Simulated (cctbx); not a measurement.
# Reading a Patterson map

Space group Imma (no. 74), a = 7.2240 Å, b = 7.2600 Å, c = 10.1250 Å, α = 90.00°, β = 90.00°, γ = 90.00°, content Se16 Cu8 Mg4.

The data are simulated with cctbx, not measured: Cu Kα, λ = 1.54184 Å, to d = 0.83 Å, 95 % of the full sphere, strongest reflection 5000 counts, noise from counting, a 6 % proportional error and a noise floor of 2 counts (s.d.); no absorption, some extinction.

Patterson synthesis, origin scaled to 1000:

```text
Patterson group I m m m
      u       v       w   height  length (A)
  0.000   0.000   0.000   1000.0     0.00
  0.000   0.500   0.500    450.0     6.23
  0.239   0.229   0.000    411.5     2.40
  0.000   0.000   0.237    402.3     2.40
  0.000   0.500   0.254    374.3     4.45
  0.250   0.250   0.250    353.7     3.60
  0.000   0.500   0.000    352.9     3.63
  0.055   0.000   0.500     90.9     5.08
  0.000   0.069   0.500     90.4     5.09
  0.000   0.000   0.123     15.0     1.24
  0.103   0.134   0.000     11.6     1.22
  0.166   0.062   0.000      6.9     1.28
  0.111   0.111   0.040      5.8     1.21
  0.168   0.177   0.329      5.2     3.77
```

Q: Assign the vectors.

A peak at u stands for all pairs with xi − xj = u, with weight Σ ZiZj against Σ Z² = 25800 at the origin. Peak heights follow these weights only roughly, since form factors, motion and series ripples differ, all vectors within 0.55 Å of a peak are counted as merged into it though the farther ones add only part of their weight, and F(000) is left out, which lowers the whole map:

| u | v | w | shortest length (Å) | height | 1000 ΣZiZj/ΣZ² | pairs in the cell |
| --- | --- | --- | --- | --- | --- | --- |
| 0.000 | 0.500 | 0.500 | 3.61 | 450 | 597 | 8 × Se–Se, 4 × Cu–Cu, 8 × Cu–Mg |
| 0.239 | 0.229 | 0.000 | 2.40 | 412 | 738 | 16 × Se–Cu, 8 × Se–Mg |
| 0.000 | 0.000 | 0.237 | 2.40 | 402 | 738 | 16 × Se–Cu, 8 × Se–Mg |
| 0.000 | 0.500 | 0.254 | 4.39 | 374 | 738 | 16 × Se–Cu, 8 × Se–Mg |
| 0.250 | 0.250 | 0.250 | 3.60 | 354 | 901 | 16 × Se–Se, 4 × Cu–Cu, 4 × Cu–Mg |
| 0.000 | 0.500 | 0.000 | 3.63 | 353 | 511 | 8 × Se–Se, 4 × Cu–Cu, 4 × Mg–Mg |
| 0.055 | 0.000 | 0.500 | 4.85 | 91 | 287 | 4 × Se–Se, 8 × Cu–Mg |
| 0.000 | 0.069 | 0.500 | 4.78 | 90 | 287 | 4 × Se–Se, 8 × Cu–Mg |

The table stops at ten peaks or at a height of 45, below which ripples compete. In the model behind the data Se, the heaviest element, has 2 independent sites: (0, 0.0422, 0.7672) and (0.2109, 3/4, 0.0180), up to an allowed shift of origin; the Se–Se vectors are differences of these positions and their symmetry mates. Elements of similar Z can't be told apart from the map alone. The whole model:

| atom | mult. | x | y | z | Ueq (Å²) |
| --- | --- | --- | --- | --- | --- |
| Se1 | 8 | 0 | 0.0422 | 0.7672 | 0.0044 |
| Se2 | 8 | 0.2109 | 3/4 | 0.0180 | 0.0069 |
| Cu1 | 4 | 0 | 0 | 0 | 0.0044 |
| Cu2 | 4 | 1/4 | 3/4 | 1/4 | 0.0087 |
| Mg1 | 4 | 1/2 | 0 | 0 | 0.0053 |

The model was made for the exercise: a known structure type with other elements put in, its volume estimated, not relaxed; displacement parameters are assumed.

[Logs are printed without paths, hosts, clocks, repeated set-up lines and the standing remarks that a program may print on its own settings, such as how far it seeks lower states.]
